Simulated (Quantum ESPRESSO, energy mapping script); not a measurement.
# Spin model of CoO from collinear orders (isotropic strain to volume × 1.06), part 2 of 2

How strongly do the moments of CoO couple under PBE+U (3.5 eV), QE, GBRV? The plan is to run several orders and fit a Heisenberg model.

PBE with U = 3.5 eV on Co d, ortho-atomic projectors; plane waves, U on orthogonalised atomic orbitals unless named otherwise, collinear spin, no spin–orbit coupling.

So far. Step 4 (Order 3: parallel, cell B of 4 atoms): The run ends ferromagnetic. For each magnetic atom its energy differs from the parallel run of the first cell by 0.10 meV, an error that one common reference would have brought in.

## Step 6: Order 5: parallel, cell C of 6 atoms

Level of this step: PBE with U = 3.5 eV on Co d, ortho-atomic projectors, GBRV potentials (Quantum ESPRESSO).

A new cell needs its own zero of energy.

pw.in reads:

```
&control
  calculation = 'scf'
  prefix = 'pw'
  outdir = './tmp/'
  pseudo_dir = './pseudo/'
  verbosity = 'low'
/
&system
  ibrav = 0
  nat = 6
  ntyp = 2
  ecutwfc = 45
  ecutrho = 360
  nbnd = 55
  occupations = 'smearing'
  smearing = 'fd'
  degauss = 0.00367493
  nspin = 2
  starting_magnetization(1) = 0.1765
/
&electrons
  conv_thr = 1.5e-08
  electron_maxstep = 120
  mixing_beta = 0.3
  mixing_mode = 'plain'
/
ATOMIC_SPECIES
  Co 58.9332 Co.upf
  O 15.9990 O.upf
CELL_PARAMETERS angstrom
  0.00000000 -2.17330473 -2.17330473
  -4.34660946 0.00000000 0.00000000
  2.17330473 4.34660946 -2.17330473
ATOMIC_POSITIONS crystal
  Co 0.66666667 0.66666667 0.33333333
  Co 0.33333333 0.33333333 0.66666667
  Co 0.00000000 0.00000000 0.00000000
  O 0.66666667 0.16666667 0.33333333
  O 0.33333333 0.83333333 0.66666667
  O 0.00000000 0.50000000 0.00000000
K_POINTS automatic
  10 10 10 0 0 0
HUBBARD {ortho-atomic}
U Co-3d 3.5
```

Command:

```
OMP_NUM_THREADS=1 mpirun -n 8 pw.x -nk 8 -in pw.in > pw.out
```

What it wrote:

```text
[banner, memory and clock lines left out]
Program PWSCF v.7.5 starts
[...]
unit-cell volume          =     415.6327 (a.u.)^3
     number of atoms/cell      =            6
[...]
number of electrons       =        69.00
     number of Kohn-Sham states=           55
     kinetic-energy cutoff     =      45.0000  Ry
     charge density cutoff     =     360.0000  Ry
[...]
The total energy is F=E-TS. E is the sum of the following terms:
     one-electron contribution =    -568.40162923 Ry
     hartree contribution      =     321.61440700 Ry
     xc contribution           =    -119.90260809 Ry
     ewald contribution        =    -625.42228915 Ry
     Hubbard energy            =       0.33986342 Ry
     total magnetization       =     8.99 Bohr mag/cell
     absolute magnetization    =     9.08 Bohr mag/cell
     convergence has been achieved in  35 iterations
[key lines of the parts left out:]
!    total energy              =    -991.78077944 Ry
the Fermi energy is    12.0591 ev
```

Wall time 7.3 min (8 MPI ranks of Arm Neoverse N1, shared host); peak memory 1.6 GiB; 59 min of CPU time.

The run ends ferromagnetic. For each magnetic atom its energy differs from the parallel run of the first cell by 0.10 meV, an error that one common reference would have brought in.

## Step 7: Uncompensated ++− start in cell C (6 atoms)

This order reverses 6.67 of the 12 neighbours at 3.07 Å, 2.67 of the 6 neighbours at 4.35 Å and 8 of the 24 neighbours at 5.32 Å, counted for an average magnetic atom.

pw.in: that of step 6 with these lines changed.

```diff
@@ -10,6 +10,6 @@
   nat = 6
-  ntyp = 2
+  ntyp = 3
   ecutwfc = 45
   ecutrho = 360
-  nbnd = 55
+  nbnd = 52
   occupations = 'smearing'
@@ -19,2 +19,3 @@
   starting_magnetization(1) = 0.1765
+  starting_magnetization(2) = -0.1765
 /
@@ -27,3 +28,4 @@
 ATOMIC_SPECIES
-  Co 58.9332 Co.upf
+  Co1 58.9332 Co.upf
+  Co2 58.9332 Co.upf
   O 15.9990 O.upf
@@ -34,5 +36,5 @@
 ATOMIC_POSITIONS crystal
-  Co 0.66666667 0.66666667 0.33333333
-  Co 0.33333333 0.33333333 0.66666667
-  Co 0.00000000 0.00000000 0.00000000
+  Co1 0.66666667 0.66666667 0.33333333
+  Co1 0.33333333 0.33333333 0.66666667
+  Co2 0.00000000 0.00000000 0.00000000
   O 0.66666667 0.16666667 0.33333333
@@ -43,2 +45,3 @@
 HUBBARD {ortho-atomic}
-U Co-3d 3.5
+U Co1-3d 3.5
+U Co2-3d 3.5
```

What it wrote:

```text
[banner, memory and clock lines left out]
Program PWSCF v.7.5 starts
[...]
unit-cell volume          =     415.6327 (a.u.)^3
     number of atoms/cell      =            6
[...]
number of electrons       =        69.00
     number of Kohn-Sham states=           52
     kinetic-energy cutoff     =      45.0000  Ry
     charge density cutoff     =     360.0000  Ry
[...]
The total energy is F=E-TS. E is the sum of the following terms:
     one-electron contribution =    -568.58904560 Ry
     hartree contribution      =     321.98686170 Ry
     xc contribution           =    -120.05167063 Ry
     ewald contribution        =    -625.42228915 Ry
     Hubbard energy            =       0.12150098 Ry
     total magnetization       =     3.00 Bohr mag/cell
     absolute magnetization    =     8.51 Bohr mag/cell
     convergence has been achieved in  23 iterations
[key lines of the parts left out:]
!    total energy              =    -991.95464274 Ry
the Fermi energy is    12.6645 ev
```

Wall time 4.9 min (8 MPI ranks); peak memory 1.6 GiB; 39 min of CPU time.

The run ends ferrimagnetic, 807.84 meV a magnetic atom below the parallel order of its cell, a difference that unlike orbital or electronic states can set, not exchange alone.

## Step 8: Order 7: parallel, cell D of 6 atoms

A new cell needs its own zero of energy.

This run holds the same structure in another cell (b 4.347 → 3.074 Å, c 5.323 → 6.873 Å, α 114.1 → 102.9°, β 106.8 → 102.9°).

pw.in reads:

```
&control
  calculation = 'scf'
  prefix = 'pw'
  outdir = './tmp/'
  pseudo_dir = './pseudo/'
  verbosity = 'low'
/
&system
  ibrav = 0
  nat = 6
  ntyp = 2
  ecutwfc = 45
  ecutrho = 360
  nbnd = 55
  occupations = 'smearing'
  smearing = 'fd'
  degauss = 0.00367493
  nspin = 2
  starting_magnetization(1) = 0.1765
/
&electrons
  conv_thr = 1.5e-08
  electron_maxstep = 120
  mixing_beta = 0.3
  mixing_mode = 'plain'
/
ATOMIC_SPECIES
  Co 58.9332 Co.upf
  O 15.9990 O.upf
CELL_PARAMETERS angstrom
  0.00000000 2.17330473 2.17330473
  0.00000000 2.17330473 -2.17330473
  -6.51991419 -2.17330473 0.00000000
ATOMIC_POSITIONS crystal
  Co 0.00000000 0.00000000 0.00000000
  Co 0.33333333 0.33333333 0.66666667
  Co 0.66666667 0.66666667 0.33333333
  O 0.83333333 0.83333333 0.66666667
  O 0.16666667 0.16666667 0.33333333
  O 0.50000000 0.50000000 0.00000000
K_POINTS automatic
  10 10 10 0 0 0
HUBBARD {ortho-atomic}
U Co-3d 3.5
```

What it wrote:

```text
[banner, memory and clock lines left out]
Program PWSCF v.7.5 starts
[...]
unit-cell volume          =     415.6327 (a.u.)^3
     number of atoms/cell      =            6
[...]
number of electrons       =        69.00
     number of Kohn-Sham states=           55
     kinetic-energy cutoff     =      45.0000  Ry
     charge density cutoff     =     360.0000  Ry
[...]
The total energy is F=E-TS. E is the sum of the following terms:
     one-electron contribution =    -568.40175851 Ry
     hartree contribution      =     321.61455118 Ry
     xc contribution           =    -119.90260374 Ry
     ewald contribution        =    -625.42228915 Ry
     Hubbard energy            =       0.33985054 Ry
     total magnetization       =     8.99 Bohr mag/cell
     absolute magnetization    =     9.08 Bohr mag/cell
     convergence has been achieved in  21 iterations
[key lines of the parts left out:]
!    total energy              =    -991.78078188 Ry
the Fermi energy is    12.0592 ev
```

It took 2.6 min on 8 MPI ranks; peak memory 1.2 GiB; 21 min of CPU time.

The run ends ferromagnetic. For each magnetic atom its energy differs from the parallel run of the first cell by 0.11 meV, an error that one common reference would have brought in.

## Step 9: Order 8: uncompensated ++−, cell D of 6 atoms

This order reverses 5.33 of the 12 neighbours at 3.07 Å, 1.33 of the 6 neighbours at 4.35 Å and 16 of the 24 neighbours at 5.32 Å, counted for an average magnetic atom.

pw.in: that of step 8 with these lines changed.

```diff
@@ -10,6 +10,6 @@
   nat = 6
-  ntyp = 2
+  ntyp = 3
   ecutwfc = 45
   ecutrho = 360
-  nbnd = 55
+  nbnd = 52
   occupations = 'smearing'
@@ -19,2 +19,3 @@
   starting_magnetization(1) = 0.1765
+  starting_magnetization(2) = -0.1765
 /
@@ -27,3 +28,4 @@
 ATOMIC_SPECIES
-  Co 58.9332 Co.upf
+  Co1 58.9332 Co.upf
+  Co2 58.9332 Co.upf
   O 15.9990 O.upf
@@ -34,5 +36,5 @@
 ATOMIC_POSITIONS crystal
-  Co 0.00000000 0.00000000 0.00000000
-  Co 0.33333333 0.33333333 0.66666667
-  Co 0.66666667 0.66666667 0.33333333
+  Co1 0.00000000 0.00000000 0.00000000
+  Co1 0.33333333 0.33333333 0.66666667
+  Co2 0.66666667 0.66666667 0.33333333
   O 0.83333333 0.83333333 0.66666667
@@ -43,2 +45,3 @@
 HUBBARD {ortho-atomic}
-U Co-3d 3.5
+U Co1-3d 3.5
+U Co2-3d 3.5
```

What it wrote:

```text
[banner, memory and clock lines left out]
Program PWSCF v.7.5 starts
[...]
unit-cell volume          =     415.6327 (a.u.)^3
     number of atoms/cell      =            6
[...]
number of electrons       =        69.00
     number of Kohn-Sham states=           52
     kinetic-energy cutoff     =      45.0000  Ry
     charge density cutoff     =     360.0000  Ry
[...]
The total energy is F=E-TS. E is the sum of the following terms:
     one-electron contribution =    -568.60468211 Ry
     hartree contribution      =     321.85351513 Ry
     xc contribution           =    -119.92423759 Ry
     ewald contribution        =    -625.42228915 Ry
     Hubbard energy            =       0.29086199 Ry
     total magnetization       =     3.01 Bohr mag/cell
     absolute magnetization    =     8.43 Bohr mag/cell
     convergence has been achieved in  20 iterations
[key lines of the parts left out:]
!    total energy              =    -991.81243636 Ry
the Fermi energy is    12.4097 ev
```

Elapsed: 3 min, on 8 MPI ranks; peak memory 1.2 GiB.

The run ends ferrimagnetic, 150.20 meV a magnetic atom below the parallel order of its cell, a difference that unlike orbital or electronic states can set, not exchange alone (energies taken at zero occupation width, not the printed F).

## Step 10: Order 9: parallel, cell E of 6 atoms

The parallel order again, as the reference for this cell.

This run holds the same structure in another cell (c 6.873 → 7.529 Å, α 102.9 → 90.0°, β 102.9 → 90.0°, γ 90.0 → 120.0°).

pw.in reads:

```
&control
  calculation = 'scf'
  prefix = 'pw'
  outdir = './tmp/'
  pseudo_dir = './pseudo/'
  verbosity = 'low'
/
&system
  ibrav = 0
  nat = 6
  ntyp = 2
  ecutwfc = 45
  ecutrho = 360
  nbnd = 55
  occupations = 'smearing'
  smearing = 'fd'
  degauss = 0.00367493
  nspin = 2
  starting_magnetization(1) = 0.1765
/
&electrons
  conv_thr = 1.5e-08
  electron_maxstep = 120
  mixing_beta = 0.3
  mixing_mode = 'plain'
/
ATOMIC_SPECIES
  Co 58.9332 Co.upf
  O 15.9990 O.upf
CELL_PARAMETERS angstrom
  0.00000000 2.17330473 2.17330473
  -2.17330473 0.00000000 -2.17330473
  -4.34660946 -4.34660946 4.34660946
ATOMIC_POSITIONS crystal
  Co 0.00000000 0.00000000 0.00000000
  Co 0.33333333 0.66666667 0.66666667
  Co 0.66666667 0.33333333 0.33333333
  O 0.66666667 0.33333333 0.83333333
  O 0.00000000 0.00000000 0.50000000
  O 0.33333333 0.66666667 0.16666667
K_POINTS automatic
  11 11 4 0 0 0
HUBBARD {ortho-atomic}
U Co-3d 3.5
```

What it wrote:

```text
[banner, memory and clock lines left out]
Program PWSCF v.7.5 starts
[...]
unit-cell volume          =     415.6327 (a.u.)^3
     number of atoms/cell      =            6
[...]
number of electrons       =        69.00
     number of Kohn-Sham states=           55
     kinetic-energy cutoff     =      45.0000  Ry
     charge density cutoff     =     360.0000  Ry
[...]
The total energy is F=E-TS. E is the sum of the following terms:
     one-electron contribution =    -568.40149159 Ry
     hartree contribution      =     321.61423930 Ry
     xc contribution           =    -119.90257748 Ry
     ewald contribution        =    -625.42228915 Ry
     Hubbard energy            =       0.33986541 Ry
     total magnetization       =     8.99 Bohr mag/cell
     absolute magnetization    =     9.08 Bohr mag/cell
     convergence has been achieved in  20 iterations
[key lines of the parts left out:]
!    total energy              =    -991.78078665 Ry
the Fermi energy is    12.0588 ev
```

Elapsed: 92 s, on 8 MPI ranks; peak memory 1.1 GiB.

The run ends ferromagnetic. For each magnetic atom its energy differs from the parallel run of the first cell by 0.09 meV, an error that one common reference would have brought in.

## Step 11: Run 10 (uncompensated ++−; cell E, 6 atoms)

This order reverses 4 of the 12 neighbours at 3.07 Å, 4 of the 6 neighbours at 4.35 Å and 12 of the 24 neighbours at 5.32 Å, counted for an average magnetic atom.

pw.in: that of step 10 with these lines changed.

```diff
@@ -10,6 +10,6 @@
   nat = 6
-  ntyp = 2
+  ntyp = 3
   ecutwfc = 45
   ecutrho = 360
-  nbnd = 55
+  nbnd = 52
   occupations = 'smearing'
@@ -19,2 +19,3 @@
   starting_magnetization(1) = 0.1765
+  starting_magnetization(2) = -0.1765
 /
@@ -27,3 +28,4 @@
 ATOMIC_SPECIES
-  Co 58.9332 Co.upf
+  Co1 58.9332 Co.upf
+  Co2 58.9332 Co.upf
   O 15.9990 O.upf
@@ -34,5 +36,5 @@
 ATOMIC_POSITIONS crystal
-  Co 0.00000000 0.00000000 0.00000000
-  Co 0.33333333 0.66666667 0.66666667
-  Co 0.66666667 0.33333333 0.33333333
+  Co1 0.00000000 0.00000000 0.00000000
+  Co1 0.33333333 0.66666667 0.66666667
+  Co2 0.66666667 0.33333333 0.33333333
   O 0.66666667 0.33333333 0.83333333
@@ -43,2 +45,3 @@
 HUBBARD {ortho-atomic}
-U Co-3d 3.5
+U Co1-3d 3.5
+U Co2-3d 3.5
```

What it wrote:

```text
[banner, memory and clock lines left out]
Program PWSCF v.7.5 starts
[...]
unit-cell volume          =     415.6327 (a.u.)^3
     number of atoms/cell      =            6
[...]
number of electrons       =        69.00
     number of Kohn-Sham states=           52
     kinetic-energy cutoff     =      45.0000  Ry
     charge density cutoff     =     360.0000  Ry
[...]
The total energy is F=E-TS. E is the sum of the following terms:
     one-electron contribution =    -568.57682397 Ry
     hartree contribution      =     321.75742480 Ry
     xc contribution           =    -119.88253799 Ry
     ewald contribution        =    -625.42228915 Ry
     Hubbard energy            =       0.34731693 Ry
     total magnetization       =     2.99 Bohr mag/cell
     absolute magnetization    =     8.46 Bohr mag/cell
     convergence has been achieved in  28 iterations
[key lines of the parts left out:]
!    total energy              =    -991.78525480 Ry
the Fermi energy is    12.0498 ev
```

Elapsed: 2.7 min, on 8 MPI ranks; peak memory 1.1 GiB.

The run ends ferrimagnetic, 20.69 meV a magnetic atom below the parallel order of its cell, a difference that unlike orbital or electronic states can set, not exchange alone (energies taken at zero occupation width, not the printed F).

## Step 12: Mapping onto a Heisenberg model

Each energy difference is a sum of couplings weighted by the pairs that the order reverses. A few near shells are fitted to the differences by least squares. Energies are those extrapolated to zero occupation width, not the free energies F.

The orders that converged (zero: parallel moments in the same cell):

```csv
order,atoms,energy (meV a magnetic atom),moments (μB),moments kept as typed,"opposed neighbours at 3.07, 4.35, 5.32 Å"
parallel in cell A,4,0.00,2.63,yes,"0, 0, 0"
compensated +− in cell A,4,48.01,2.47,yes,"8, 0, 16"
parallel in cell B,4,0.00,2.63,yes,"0, 0, 0"
compensated +− in cell B,4,-28.53,2.57,yes,"6, 6, 12"
parallel in cell C,6,0.00,2.63,yes,"0, 0, 0"
uncompensated ++− in cell C,6,-807.84,2.60 to 2.60,yes,"6.67, 2.67, 8"
parallel in cell D,6,0.00,2.63,yes,"0, 0, 0"
uncompensated ++− in cell D,6,-150.20,2.54 to 2.60,yes,"5.33, 1.33, 16"
parallel in cell E,6,0.00,2.63,yes,"0, 0, 0"
uncompensated ++− in cell E,6,-20.69,2.57 to 2.59,yes,"4, 4, 12"
```

The Heisenberg fit (each pair counts twice, positive J is ferromagnetic):

```csv
pair,distance (Å),neighbours,J (meV)
Co–Co,3.07,12,-54.9
Co–Co,4.35,6,-1.24
Co–Co,5.32,24,28.2
Co–Co,6.15,12,-39.0
```

## Step 13: Results

| Quantity | Value |
| --- | --- |
| couplings | not to be trusted |

In words: The warning signs here (some orders are gapless and others have a gap; open shells started apart) can come from unlike orbital states, and these open shells were not started from one set of occupation matrices, so the fitted couplings are not taken as the crystal's.

[Logs and program files are shortened in this print: banners, set-up blocks, solver, clock and traceback lines can be left out without a mark of their own.]

[Logs are printed without paths, hosts, clocks, repeated set-up lines and the standing remarks that a program may print on its own settings, such as how far it seeks lower states.]

[Hosts, paths, dates, database ids (printed as entryN), source tags and the programs' standing remarks are cut or masked in the printed files.]

[Where a cell is said to come from a database of computed structures, the database is the Materials Project.]
